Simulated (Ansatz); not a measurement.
**1T-VSeTe monolayer in a perpendicular field**

Wanted: the out-of-plane response of the 1T-VSeTe monolayer. A positive field points along +c.

Method: plane-wave DFT, PBE-D3(BJ), Ansatz PAW (set soft_1); PAW set soft_1, in Ansatz 0.2.0.

This is a report of a sequence of runs, with most program output left out.

**1. Set-up**

The cell holds 3 atoms: 1 Te, 1 V and 1 Se. Its edges and angles: a = 3.465 Å, b = 3.465 Å, c = 38.182 Å, α = 90.0°, β = 90.0°, γ = 120.0°. Vacuum lies along c.

**2. Relaxation**

The starting cell is a guess, so the in-plane lattice and the atoms are relaxed first, with the slab cut off from its images along the normal.

File input.yaml:

```yaml
crystal:
  lattice:
    - [3.465, 0.0, 0.0]
    - [-1.7325, 3.0007780241, 0.0]
    - [0.0, 0.0, 38.1820456046]
  atoms:
    - { symbol: Te, position: [0.6666666667, 0.3333333333, 0.4530925393] }
    - { symbol: V, position: [0.0, 0.0, 0.5035363063], spin: 1.0 }
    - { symbol: Se, position: [0.3333333333, 0.6666666667, 0.5469074607] }
  periodic: [true, true, false]
magnetization:
  spin_polarized: true
kpoints:
  mp_grid: { grid: [12, 12, 1] }
hamiltonian:
  xc: pbe
  dispersion: d3bj
  pseudopotentials: { kind: paw, azcp: { folder: soft_1 } }
scf:
  occupations: { method: fermi_dirac, width: 0.05 }
  convergence: { dr2_threshold: 1.0e-09 }
relax:
  f_tol: 0.004
  max_steps: 90
  cell: {}
output:
  write_potential: true
  write_density: true
  volumetric_format: npy
```

Run with:

```console
$ ansatz run input.yaml --threads 2 --pin off --max-ram 3072MiB --backend cpu --events-out ev --progress --plain --runs-dir out
```

Wall time 2.2 min (2 threads of Arm Neoverse V2, shared host); peak memory 0.82 GiB.

The steps of the relaxation:

```csv
step,energy less that of the first step (eV),largest force component (eV/Å),volume (Å³)
1,0.0000,1.6757,397.01
2,-0.2124,0.4101,394.14
3,-0.2283,0.0722,391.24
4,-0.2292,0.0248,389.82
5,-0.2293,0.0104,388.95
6,-0.2293,0.0024,388.80
7*,-0.2289,0.0024,388.80
```

Relaxation steps marked * repeat the geometry before them on a plane-wave basis chosen anew for their cell, so energy and pressure can jump there.

The run keeps the 6 symmetry operations that it works with, so distortions that break them were not tested.

```csv
cell as run,before,after,change
a (Å),3.465,3.429,-1.0 %
b (Å),3.465,3.429,-1.0 %
```

The atoms that moved most (Å, along periodic axes as changes of fractional coordinates times the final cell, across vacuum about the mean position):

```csv
atom,dx,dy,dz,length
Se3,0.000,0.000,-0.148,0.148
Te1,0.000,0.000,0.118,0.118
V2,0.000,0.000,0.031,0.031
```

The relaxed structure:

```
Te V Se
1.0
     3.42901    0.00000    0.00000
    -1.71450    2.96961    0.00000
     0.00000    0.00000   38.18205
Te V Se
1 1 1
Direct
  0.66667 0.33333 0.45618
  0.00000 0.00000 0.50434
  0.33333 0.66667 0.54302
```

This step gave:

```yaml
energy_at_zero_smearing: -15364.0832 eV
total_moment: 0.8481 μB
site_moments: -0.05006, 0.7845, -0.01880 μB
```

Site moment by atom:

```csv
atom,site moment (μB)
Te1,-0.050
V2,0.785
Se3,-0.019
```

The lattice constant a goes from 3.465 to 3.429 Å.

**3. Single point, field 0**

A sawtooth potential applies the field, turning back in the middle of the vacuum. With the dipole correction the typed value is the field outside the slab. The induced dipole is small, so the SCF threshold is tight.

The cell differs from the one that the last finished run ended in (c 38.182 → 21.316 Å).

File input.yaml:

```yaml
crystal:
  lattice:
    - [3.4290083677, 0.0, 0.0]
    - [-1.7145041839, 2.9696083563, 0.0]
    - [0.0, 0.0, 21.3158861583]
  atoms:
    - { symbol: Te, position: [0.6666666667, 0.3333333333, 0.4222203071], spin: -0.05 }
    - { symbol: V, position: [0.0, 0.0, 0.5084972662], spin: 0.78 }
    - { symbol: Se, position: [0.3333333333, 0.6666666667, 0.5777796929], spin: -0.02 }
magnetization:
  spin_polarized: true
kpoints:
  mp_grid: { grid: [18, 18, 1] }
  band_path:
    path: [[0, 0, 0], [0.5, 0, 0], [0.33333333, 0.33333333, 0], [0, 0, 0]]
    npoints: 16
hamiltonian:
  xc: pbe
  dispersion: d3bj
  pseudopotentials: { kind: paw, azcp: { folder: soft_1 } }
scf:
  occupations: { method: fermi_dirac, width: 0.02585 }
  convergence: { dr2_threshold: 1.0e-10 }
efield:
  axis: 3
  dipole_correction: true
  ramp_position: 0.97
  ramp_width: 0.06
  amplitude: 0
output:
  dos: { projected: true, e_range: [-6, 5] }
  write_potential: true
  write_density: true
  volumetric_format: npy
  elf: true
```

The job ended after 37 s (2 threads; peak memory 0.79 GiB).

Numbers from this step:

| Item | Value |
| --- | --- |
| energy at zero smearing | -15364.0826 eV |
| total moment | 0.8505 μB |
| site moments | -0.05144, 0.7904, -0.01986 μB |
| work function, upper face | 4.960 eV |
| work function, lower face | 4.388 eV |
| dipole along the normal | -0.03217 e·Å |
| step between the vacuum levels | 0.5718 eV |

Running mean over a fixed 2.5 Å (it still follows the layers) of the planar mean; the ramp of the sawtooth is left out. Electron's electrostatic potential energy less the Fermi level against z:

```csv
z (Å),electron's electrostatic potential energy less the Fermi level (eV)
3.0,4.39
3.5,4.39
4.0,4.39
4.5,4.39
5.0,4.38
5.5,4.37
6.0,4.31
6.5,4.08
7.0,3.11
7.5,0.817
8.0,-1.54
8.5,-3.90
9.0,-5.52
9.5,-7.14
10.0,-7.62
10.5,-7.47
11.0,-6.72
11.5,-6.29
12.0,-4.79
12.5,-2.21
13.0,0.0769
13.5,1.87
14.0,3.39
14.5,4.55
15.0,4.87
15.5,4.94
16.0,4.96
16.5,4.96
17.0,4.96
17.5,4.96
18.0,4.96
```

The density of states has structure finer than the step of the table below, so its rows give means over 0.2 eV, whole bins alone (the curve runs from -6 to 1.99 eV). Peaks (eV: height): total -4.62: 5.39, -2.28: 6.46, -2.00: 8.09, 0.40: 9.67, 0.62: 7.12, 1.22: 10.6, 1.47: 8.06; up -4.62: 3.87, -3.16: 3.48, -2.28: 3.81, -0.38: 3.32, 0.40: 5.95, 0.48: 4.21, 0.62: 6.53; down -4.51: 3.08, -2.00: 6.74, 0.42: 4.42, 1.00: 3.96, 1.22: 10.2, 1.47: 8.06.

Density of states against energy, zero at the Fermi level; means over each step; values in states/eV a cell:

```csv
energy (eV),total,up,down
-5.8,0.619,0.352,0.267
-5.6,0.756,0.387,0.369
-5.4,0.794,0.410,0.383
-5.2,1.19,0.695,0.491
-5.0,1.69,0.870,0.823
-4.8,2.71,1.42,1.29
-4.6,3.97,2.14,1.84
-4.4,2.79,1.33,1.46
-4.2,1.71,0.614,1.09
-4.0,1.37,0.792,0.582
-3.8,1.05,0.460,0.591
-3.6,1.98,1.29,0.689
-3.4,2.99,1.59,1.40
-3.2,3.44,1.92,1.52
-3.0,2.46,0.893,1.56
-2.8,2.38,1.51,0.865
-2.6,3.56,2.00,1.56
-2.4,4.71,2.52,2.19
-2.2,4.30,1.94,2.36
-2.0,3.79,1.39,2.40
-1.8,3.28,1.69,1.59
-1.6,2.03,0.777,1.25
-1.4,1.13,0.632,0.493
-1.2,1.25,0.784,0.465
-1.0,1.42,0.864,0.557
-0.8,1.39,0.738,0.648
-0.6,1.73,1.25,0.475
-0.4,2.42,2.08,0.338
-0.2,1.56,0.941,0.619
0.0,1.38,0.529,0.856
0.2,1.68,0.537,1.14
0.4,5.85,3.71,2.14
0.6,3.75,3.14,0.613
0.8,1.54,1.16,0.384
1.0,2.40,0.722,1.68
1.2,4.39,0.492,3.90
1.4,3.61,0.358,3.25
1.6,2.74,1.08,1.67
1.8,1.12,1.12,0
```

Projected DOS per atom over height of the atomic layer and energy from the Fermi level. Layers: Te V Se from below.

Ten even steps from '_' (0.09 states/eV) to '@' (3.36 states/eV), each cell a mean:
```
__::__
..##..
..**__
__++__
..@@__
__::__
__==__
..::__
....__
..____
--::--
==--==
----==
..::::
::::--
....::
..__..
::..--
--..==
::____
..____
______
```
Columns: height of the atomic layer (Å) from 9 to 12.3 (not evenly spaced); rows upwards: energy from the Fermi level (eV) from -5.96 to 1.96.

Projected DOS per atom, spin up over height of the atomic layer and energy from the Fermi level. Layers: Te V Se from below.

Ten even steps from '0' (0.05 states/eV) to '9' (2.09 states/eV), each cell a mean:
```
031
010
000
170
190
010
051
020
020
010
211
332
233
112
123
111
001
101
214
100
000
000
```
Columns: height of the atomic layer (Å) from 9 to 12.3 (not evenly spaced); rows upwards: energy from the Fermi level (eV) from -5.96 to 1.96.

Projected DOS per atom, spin down over height of the atomic layer and energy from the Fermi level. Layers: Te V Se from below.

Values in states/eV, 22 rows by 3 columns, each cell a mean:
```
0.02 0.18 0.06
0.38 2.20 0.30
0.35 2.04 0.15
0.06 0.36 0.02
0.12 1.27 0.16
0.09 0.64 0.10
0.10 0.27 0.05
0.26 0.21 0.10
0.25 0.16 0.09
0.35 0.15 0.19
0.63 0.37 0.63
0.77 0.68 0.88
0.52 0.49 0.71
0.31 0.36 0.57
0.48 0.32 0.65
0.20 0.17 0.33
0.27 0.12 0.25
0.55 0.27 0.70
0.50 0.19 0.69
0.38 0.13 0.17
0.24 0.07 0.07
0.13 0.04 0.03
```
Columns: height of the atomic layer (Å) from 9 to 12.3 (not evenly spaced); rows upwards: energy from the Fermi level (eV) from -5.96 to 1.96.

Deep bands are left out, so band numbers here count from the lowest band kept and differ from the log's. Electronic bands along the path, in eV, zero at the Fermi level; # counts the bands kept:

```csv
point,up #5,up #7,up #8,up #9,down #5,down #6,down #7,down #8
Γ,-0.52,-0.26,1.40,1.40,0.33,0.33,0.48,1.40
halfway,-1.75,-0.66,0.50,1.04,-1.68,-0.47,0.06,1.17
M,-2.38,-0.71,0.33,0.66,-2.32,-0.69,-0.32,1.21
halfway,-2.47,-0.19,0.42,0.53,-2.37,-2.33,0.45,1.27
K,-2.69,0.22,0.26,0.35,-2.55,-2.45,0.95,1.14
halfway,-1.94,-0.38,0.37,0.83,-1.77,-1.35,0.40,0.99
Γ,-0.52,-0.26,1.40,1.40,0.33,0.33,0.48,1.40
```

Spin density in the ca plane at fractional y = 0.000, with atoms of V within 0.2 Å of it.

Ten even steps from '0' (-0.11 × 1e-1 e/Å³) to '9' (8.65 × 1e-1 e/Å³), each cell a mean:
```
00000000000000000000000257310000000000000000
00000000000000000000000012100000000000000000
00000000000000000000000000000000000000000000
00000000000000000000000000000000000000000000
00000000000000000000000000000000000000000000
00000000000000000000000000000000000000000000
00000000000000000000000001000000000000000000
00000000000000000000000134200000000000000000
00000000000000000000000389510000000000000000
```
Columns run along c (16.0 Å, from fractional 0.09 to 0.84 of the cell), rows up along a (3.4 Å). Atoms in or near the plane, at fractional coordinates: V at (0.51, 0.00).

ELF in the ca plane at fractional y = 0.000, with atoms of V within 0.2 Å of it. It is the smooth field of the valence electrons, not physical close to the nuclei.

Values, 5 rows by 16 columns, each cell a mean:
```
0.00 0.00 0.00 0.00 0.00 0.03 0.16 0.32 0.36 0.52 0.23 0.12 0.01 0.00 0.00 0.00
0.00 0.00 0.00 0.00 0.02 0.22 0.55 0.54 0.34 0.26 0.63 0.51 0.12 0.01 0.00 0.00
0.00 0.00 0.00 0.00 0.03 0.37 0.66 0.51 0.46 0.42 0.71 0.68 0.23 0.01 0.00 0.00
0.00 0.00 0.00 0.00 0.01 0.15 0.45 0.53 0.30 0.26 0.53 0.39 0.08 0.00 0.00 0.00
0.00 0.00 0.00 0.00 0.00 0.02 0.10 0.24 0.40 0.60 0.17 0.08 0.01 0.00 0.00 0.00
```
Columns run along c (16.0 Å, from fractional 0.09 to 0.84 of the cell), rows up along a (3.4 Å). Atoms in or near the plane, at fractional coordinates: V at (0.51, 0.00).

Valence density in the ca plane at fractional y = 0.000, with atoms of V within 0.2 Å of it. It is the smooth field of the valence electrons, not physical close to the nuclei.

Ten steps, logarithmic in the rise over the least value, from '0' (0 e/Å³) to '9' (15 e/Å³), each cell a mean:
```
00000000000000111248985211000000000000000000
00000000000001112225653211000000000000000000
00000000000011222222222222100000000000000000
00000000000012233221112232110000000000000000
00000000000012333221112232210000000000000000
00000000000011222221122222100000000000000000
00000000000001122223432221100000000000000000
00000000000000111236874211000000000000000000
00000000000000111258996210000000000000000000
```
Columns run along c (16.0 Å, from fractional 0.17 to 0.92 of the cell), rows up along a (3.4 Å). Atoms in or near the plane, at fractional coordinates: V at (0.51, 0.00).

The work function of the upper face is 4.96 eV.

**4. Atoms held, field 0.1 V/Å**

Edit input.yaml of step 3 so:

```diff
@@ -26,7 +26,6 @@
   dipole_correction: true
-  ramp_position: 0.97
-  ramp_width: 0.06
-  amplitude: 0
+  ramp_position: 0.9484
+  ramp_width: 0.0948
+  amplitude: 0.1
 output:
-  dos: { projected: true, e_range: [-6, 5] }
   write_potential: true
@@ -34,2 +33 @@
   volumetric_format: npy
-  elf: true
```

The job ended after 35 s (2 threads; peak memory 0.79 GiB).

The dipole is 5.3e-4 e·Å, 0.0327 e·Å from its value without field.

**5. Single point, field -0.1 V/Å**

Edit input.yaml of step 4 so:

```diff
@@ -28,3 +28,3 @@
   ramp_width: 0.0948
-  amplitude: 0.1
+  amplitude: -0.1
 output:
```

Wall time 36 s (2 threads); peak memory 0.79 GiB; 70 s of CPU time.

The dipole is -0.0649 e·Å, -0.0327 e·Å from its value without field.

**6. Response, atoms held**

This step: plane-wave DFT, PBE-D3(BJ), Ansatz PAW (set soft_1); response to a field along the normal, atoms held; PAW set soft_1 (Ansatz 0.2.0).

The dipoles give the slope, and the difference of two potentials shows where the field is screened.

This step gave:

```yaml
equivalent_conductor_thickness_p_eps_0ae: 5.809 Å
distance_between_the_outer_atoms: 3.316 Å
```

Table of dipole of the cell by applied field:

```csv
applied field (V/Å),dipole of the cell (e·Å)
-0.1000,-0.0649
0.0000,-0.0322
0.1000,5.3e-4
```

The total moment by applied field:

```csv
applied field (V/Å),total moment (μB)
-0.1000,0.848
0.0000,0.851
0.1000,0.852
```

Local field over the applied field, running mean. From the potentials at -0.1 and 0.1 V/Å; running mean over 2.5 Å. Table of local field over applied field by z:

z (Å), local field over applied field and a bar:
```
     4.14      0.999 ##############################
     4.59      0.996 ##############################
     5.03      0.990 ##############################
     5.48      0.976 #############################
     5.92      0.944 ############################
     6.37      0.879 ##########################
     6.81      0.769 #######################
     7.25      0.624 ##################
     7.70      0.470 ##############
     8.14      0.316 #########
     8.59      0.178 #####
     9.03      0.083 ##
     9.47      0.046 #
     9.92      0.032 
    10.36      0.023 
    10.95      0.029 
    11.40      0.045 #
    11.84      0.068 #
    12.29      0.132 ###
    12.73      0.251 #######
    13.17      0.402 ############
    13.62      0.560 #################
    14.06      0.714 #####################
    14.51      0.844 #########################
    14.95      0.927 ############################
    15.39      0.969 #############################
    15.84      0.988 ##############################
    16.28      0.995 ##############################
    16.73      0.998 ##############################
    17.17      0.999 ##############################
```

Electrons, planar mean, per unit field. Induced electron density against z:

```csv
z (Å),induced electron density (e/Å³ per V/Å)
4.14,6.3e-6
4.44,1.2e-5
4.88,3.3e-5
5.18,6.2e-5
5.63,1.5e-4
5.92,2.8e-4
6.22,4.9e-4
6.66,0.00107
6.96,0.00172
7.25,0.00257
7.70,0.00350
7.99,0.00301
8.44,8.7e-4
8.73,7.8e-4
9.03,8.3e-4
9.47,4.3e-4
9.77,1.3e-5
10.07,-9.0e-4
10.51,-5.3e-4
10.81,7.2e-4
11.25,5.1e-4
11.55,3.1e-5
11.84,-6.8e-4
12.29,-5.7e-4
12.58,-8.6e-4
12.88,-0.00207
13.32,-0.00372
13.62,-0.00324
14.06,-0.00182
14.36,-0.00110
14.65,-6.3e-4
15.10,-2.6e-4
15.39,-1.4e-4
15.69,-7.6e-5
16.13,-2.9e-5
16.43,-1.5e-5
16.88,-5.5e-6
17.17,-2.8e-6
```

By hand: between -0.1 and 0.1 V/Å the dipole changes by 0.06538 e·Å, a slope of 0.3269 e·Å²/V. A perfect conductor of thickness t has p = ε₀AEt, so t = 180.95 × 0.3269 / 10.183 = 5.81 Å (e/ε₀ = 180.95 V·Å, A in Å²).

The induced dipole is that of a conductor 5.81 Å thick.

**7. Summary of results**

| Quantity | Value |
| --- | --- |
| gap without field | none |
| work function, upper face | 4.96 eV |
| step between the vacuum levels | 0.572 eV |
| equivalent conductor thickness, atoms held | 5.81 Å |

**Reading.** The induced dipole equals that of a perfect conductor 5.81 Å thick, while the outer atoms lie 3.32 Å apart. The two faces differ: the vacuum level above lies 0.57 eV higher than the one below. There is no gap over 0.03 eV, with or without the field. For an open d or f shell that can be the fault of a semilocal functional without a Hubbard term. The magnetic order is the one reached from the typed start; other orders were not compared. Spin-orbit coupling is left out, which matters for the bands of elements this heavy.

[Logs are printed without paths, hosts, clocks, repeated set-up lines and the standing remarks that a program may print on its own settings, such as how far it seeks lower states.]

[Hosts, paths, dates, database ids (printed as entryN), source tags and the programs' standing remarks are cut or masked in the printed files.]

[Maps of the electrostatic potential energy from Ansatz leave out the sawtooth potential of an applied field or a dipole correction, so their vacuum need not be flat; planar profiles and work functions include it.]
